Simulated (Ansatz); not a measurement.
# A failed many-body run on AlGaAs2 (zincblende [001] superlattice) (P-4m2)

Aim: the G0W0 gap of AlGaAs2 (zincblende [001] superlattice) (P-4m2). The first input has a fault.

Method: G0W0 on PBEsol, plane waves, PAW, in Ansatz 0.2.0.

The structure was built from a prototype and need not be the compound's stable phase.

### Step 1. Starting point

It takes space group P-4m2 (No. 115, tetragonal). The conventional cell has a = 4.012 Å, b = 4.012 Å, c = 11.308 Å, α = 90.00°, β = 90.00°, γ = 90.00°. Nearest to Ga lie 4 As at 2.45 Å. Nearest to As lie 4 Ga at 2.45 Å. Nearest to As lie 2 Al at 2.45 Å and 2 Ga at 2.45 Å. Nearest to Al lie 4 As at 2.45 to 2.46 Å. Nearest to As lie 4 Al at 2.46 Å. It derives from GaAs. Farther neighbours are not listed.

Structure file:

```cif
data_structure
_symmetry_space_group_name_H-M 'P 1'
_symmetry_Int_Tables_number 1
_cell_length_a 4.0120
_cell_length_b 4.0121
_cell_length_c 11.3079
_cell_angle_alpha 90.000
_cell_angle_beta 90.000
_cell_angle_gamma 90.000
_cell_volume 182.02
loop_
_atom_site_label
_atom_site_type_symbol
_atom_site_fract_x
_atom_site_fract_y
_atom_site_fract_z
_atom_site_occupancy
Ga1 Ga 0.00000 0.00000 0.06266 1
As2 As 0.50000 0.00000 0.18727 1
Ga3 Ga 0.50000 0.50000 0.31188 1
As4 As 0.00000 0.50000 0.43695 1
Al5 Al 0.00000 0.00000 0.56192 1
As6 As 0.50000 0.00000 0.68726 1
Al7 Al 0.50000 0.50000 0.81260 1
As8 As 0.00000 0.50000 0.93758 1
```

The structure was relaxed with PBEsol. The runs that relaxed it are not among those shown. The default PAW set here is soft_2. Its files were made with PBE.

### Step 2. First try

Contents of input.yaml:

```yaml
crystal:
  lattice:
    - [4.0120320543, 0.0, 0.0]
    - [0.0, 4.0121092256, 0.0]
    - [0.0, 0.0, 11.3078709731]
  atoms:
    - { symbol: Ga, position: [0.0, 0.0, 0.0626570106] }
    - { symbol: As, position: [0.5, 0.0, 0.1872739723] }
    - { symbol: Ga, position: [0.5, 0.5, 0.3118804837] }
    - { symbol: As, position: [0.0, 0.5, 0.4369493004] }
    - { symbol: Al, position: [0.0, 0.0, 0.5619231125] }
    - { symbol: As, position: [0.5, 0.0, 0.6872612803] }
    - { symbol: Al, position: [0.5, 0.5, 0.8125963987] }
    - { symbol: As, position: [0.0, 0.5, 0.9375759023] }
kpoints:
  mp_grid: { grid: [4, 4, 2] }
hamiltonian:
  xc: pbesol
scf:
  occupations: { method: fixed }
gw:
  n_empty_bands: 192
  ecut_chi: 60
  qp_bands: [v2, c2]
  qp_kpoints: band_edges
  screening: { model: contour_deformation }
  static_remainder: true
```

Run with:

```sh
> ansatz run input.yaml --threads 3 --pin off --max-ram 92160MiB --backend cuda --events-out ev --progress --plain --runs-dir out --devices 1 --max-vram 13GiB  # rebuilt from the run's record
```

Numbers of over 12 decimals in the logs are rounded to 6 here.

The log of the run:

```text
Error: gw.static_remainder: true with hamiltonian.pseudopotentials.kind: paw|paw_fr|all_electron — the remainder's closure is formed of plane waves alone, without the terms of the atoms; leave out gw.static_remainder, or use kind: nc
```

Wall time 0.05 s (3 threads of AMD EPYC 7R13 (Zen 3), shared host); peak memory 0.042 GiB.

**Diagnosis.**

The program refused the input before any cycle.

The program's message: “Error: gw.static_remainder: true with hamiltonian.pseudopotentials.kind: paw|paw_fr|all_electron — the remainder's closure is formed of plane waves alone, without the terms of the atoms; leave out gw. …”

The fault: static remainder on PAW. The remainder's closure is built from plane waves alone and lacks the terms inside the atoms.

### Step 3. A better input

Now the one-shot GW correction: screening in the RPA, then the self-energy of the levels asked for.

Changes to input.yaml since step 2:

```diff
@@ -21,4 +21,4 @@
 gw:
-  n_empty_bands: 192
-  ecut_chi: 60
+  n_empty_bands: 137
+  ecut_chi: 48
   qp_bands: [v2, c2]
@@ -26,2 +26 @@
   screening: { model: contour_deformation }
-  static_remainder: true
```

The log of the run:

```text
Warning: 4 symmetry operations that the atoms keep within the bar at which the run's group was sought (crystal.symmetry.tolerance 1.0e-5, or twice it) were not taken beside the 4 unitary ones that the detection took (of a slab, those that keep its plane). If the more symmetric cell is meant, write the vectors of crystal.lattice to more decimals, or, with the positions in fractional coordinates, give it by lengths and [...]
GPUs: using 1 of 1 available (devices: 1).
[...]
device memory: the entry about to start is reckoned to put 2.7 GiB on a device that reports 49.7 GiB free (of which the cap on the GPU budget leaves the run 13.0 GiB)
GPU FFT provider: cuFFT
GPU libraries: cuBLAS 13.8.2, cuFFT 12.4.0, cuSOLVER 12.3.4
Crystal: 8 atoms, lattice volume = 182.020 Å³
Basis set: ecut = 420 eV, 3549 PW (Γ)
Bands: 56, of which v1, the nominal top of the filled ones, is band 46 counted from 1 (45 counted from 0)
Symmetry: 4 space group operations
[...]
0    46      7.1148   -16.4144     1.6967   -14.7240  0.7660     7.1212     7.1212  root
     0    47      8.1768   -10.4644    -3.3317   -14.6546  0.7761     9.0659     9.0353  root ?
     0    48      8.4337    -6.2106    -3.5883   -10.1126  0.7789     8.7497     8.7474  root
     1    45      6.6524   -16.1461     1.7556   -14.3518  0.7615     6.6137     6.6137  root
     1    46      6.6526   -16.1462     1.7556   -14.3519  0.7615     6.6139     6.6139  root
     1    47      8.4841    -6.2982    -3.5747   -10.2152  0.7764     8.8291     8.8264  root
     1    48      8.8035    -6.8147    -3.5724   -10.7253  0.7785     9.1443     9.1416  root
     2    45      5.9282   -15.3426     1.7657   -13.5075  0.7562     5.8587     5.8589  root
[...]
16    45      4.6971   -15.4246     2.3731   -12.8775  0.7381     4.5222     4.5231  root
    16    46      4.6971   -15.4246     2.3731   -12.8775  0.7381     4.5222     4.5231  root
    16    47      8.4211    -6.0593    -3.4829    -9.8222  0.7812     8.7029     8.7012  root
    16    48      8.4562    -6.1291    -3.4892    -9.8941  0.7815     8.7337     8.7320  root
[key lines of the parts left out:]
SCF converged after 7 iterations
Free energy (F): -27790.378942 eV
Fermi energy:    7.114847 eV
```

The job ended after 16 s (1 × NVIDIA H100 80GB HBM3 (shared by 6 runs) with 3 threads; peak memory 1.4 GiB).

The column dr2 measures how far the density is from self-consistency, as an energy; F and HF (Harris–Foulkes) agree once it is small.

This step gave:

```
bands summed                                 : 183
RPA ε∞ on this mesh (eigenvalues)            : 17.58, 20.31, 20.31
plane waves in the screening matrix          : 145
q-points in the mesh                         : 32
G0W0 gap on the mesh                         : 1.580 eV
k of the valence top                         : 0, 0, 0
k of the conduction bottom                   : -0.5, -0.5, 0
starting gap on the mesh                     : 1.062 eV
Z at the valence top                         : 0.7660
Z at the conduction bottom                   : 0.7812
least direct G0W0 gap on the computed points : 1.626 eV
```

The gap on the mesh goes from 1.06 eV to 1.58 eV, a correction of +0.52 eV, though a band edge has moved to another state.

### Step 4. Outcome

```yaml
first_try: refused after 0.05 s
better_run: G0W0 gap on the mesh 1.58 eV (4×4×2 mesh, 137 empty bands, screening to 48 eV)
```

The second run differs in: empty bands, screening cutoff (eV) and static remainder. Bands and cutoff are finite, so the gap is not at the basis limit. The miss can reach some tenths of an eV and take either sign; the mesh is an error of its own. The 4×4×2 mesh is coarse for this cell (its supercell is 16 Å along the shortest edge). The RPA ε∞ on it, from the PBEsol start, is 17.58 and 20.31; such meshes misread the long-range screening, most where the gap is narrow. The many-body steps are scalar-relativistic: spin-orbit coupling is not in them.

[Paths, hosts, dates, memory and timing lines, banners, echoed tables and standing remarks are left out of the program output.]

[Logs are printed without paths, hosts, clocks, repeated set-up lines and the standing remarks that a program may print on its own settings, such as how far it seeks lower states.]

[Runs of the session that timed out or met a known fault of the program may be left out.]

[Cells called generated may have been cut or substituted from an entry of the Crystallography Open Database or the Materials Project.]

[Hosts, paths, dates, database ids (printed as entryN), source tags and the programs' standing remarks are cut or masked in the printed files.]
